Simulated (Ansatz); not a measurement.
## Identify the compound from its spectrum

Method: Ansatz, PBE, independent particles, without spin-orbit coupling, line width 0.15 eV (Gaussian); metals get a typed carrier damping. The response is along the first axis of the cell.

| E (eV) | Im ε |
| --- | --- |
| 0.00 | 0.00 |
| 0.25 | 0.00 |
| 0.50 | 0.00 |
| 0.75 | 0.24 |
| 1.00 | 1.82 |
| 1.25 | 8.11 |
| 1.50 | 27.71 |
| 1.75 | 73.89 |
| 2.00 | 88.41 |
| 2.25 | 50.65 |
| 2.50 | 29.68 |
| 2.75 | 18.25 |
| 3.00 | 12.01 |
| 3.25 | 8.31 |
| 3.50 | 5.98 |
| 3.75 | 4.45 |
| 4.00 | 3.41 |
| 4.25 | 2.75 |
| 4.50 | 2.27 |
| 4.75 | 1.88 |
| 5.00 | 1.75 |
| 5.25 | 2.07 |
| 5.50 | 2.95 |
| 5.75 | 3.22 |
| 6.00 | 4.59 |
| 6.25 | 4.57 |
| 6.50 | 5.02 |
| 6.75 | 5.41 |
| 7.00 | 5.01 |
| 7.25 | 4.14 |
| 7.50 | 3.16 |
| 7.75 | 2.54 |
| 8.00 | 2.12 |
| 8.25 | 1.89 |
| 8.50 | 1.78 |
| 8.75 | 1.71 |
| 9.00 | 1.64 |
| 9.25 | 1.69 |
| 9.50 | 1.86 |
| 9.75 | 1.89 |
| 10.00 | 1.53 |
| 10.25 | 1.31 |
| 10.50 | 1.16 |
| 10.75 | 1.04 |
| 11.00 | 0.95 |
| 11.25 | 0.85 |
| 11.50 | 0.77 |
| 11.75 | 0.72 |
| 12.00 | 0.71 |
| 12.25 | 0.66 |
| 12.50 | 0.63 |
| 12.75 | 0.59 |
| 13.00 | 0.54 |
| 13.25 | 0.50 |
| 13.50 | 0.47 |
| 13.75 | 0.45 |
| 14.00 | 0.39 |
| 14.25 | 0.33 |
| 14.50 | 0.33 |
| 14.75 | 0.34 |
| 15.00 | 0.34 |
| 15.25 | 0.33 |
| 15.50 | 0.31 |
| 15.75 | 0.31 |
| 16.00 | 0.26 |

Task: To which candidate does it belong?
A. Pb (Fm-3m)
B. TePb (Fm-3m)
C. Pb2SO (Amm2)
D. CsPbCl3 (Pm-3m)

Result: B. TePb (Fm-3m): least direct gap 0.73 eV, ε∞ = 29.35 along the first axis, strongest peak along the first axis at 1.91 eV. The others: Pb (Fm-3m), a metal, with a Drude term, main peak of the conductivity above 1 eV at 2.63 eV; CsPbCl3 (Pm-3m), least direct gap 1.93 eV, ε∞ = 4.30 along the first axis, strongest peak along the first axis at 7.99 eV; Pb2SO (Amm2), least direct gap 0.83 eV, ε∞ = 15.79 along the first axis, strongest peak along the first axis at 3.11 eV.

Cells made by substitution are models, which may or may not match a known phase.
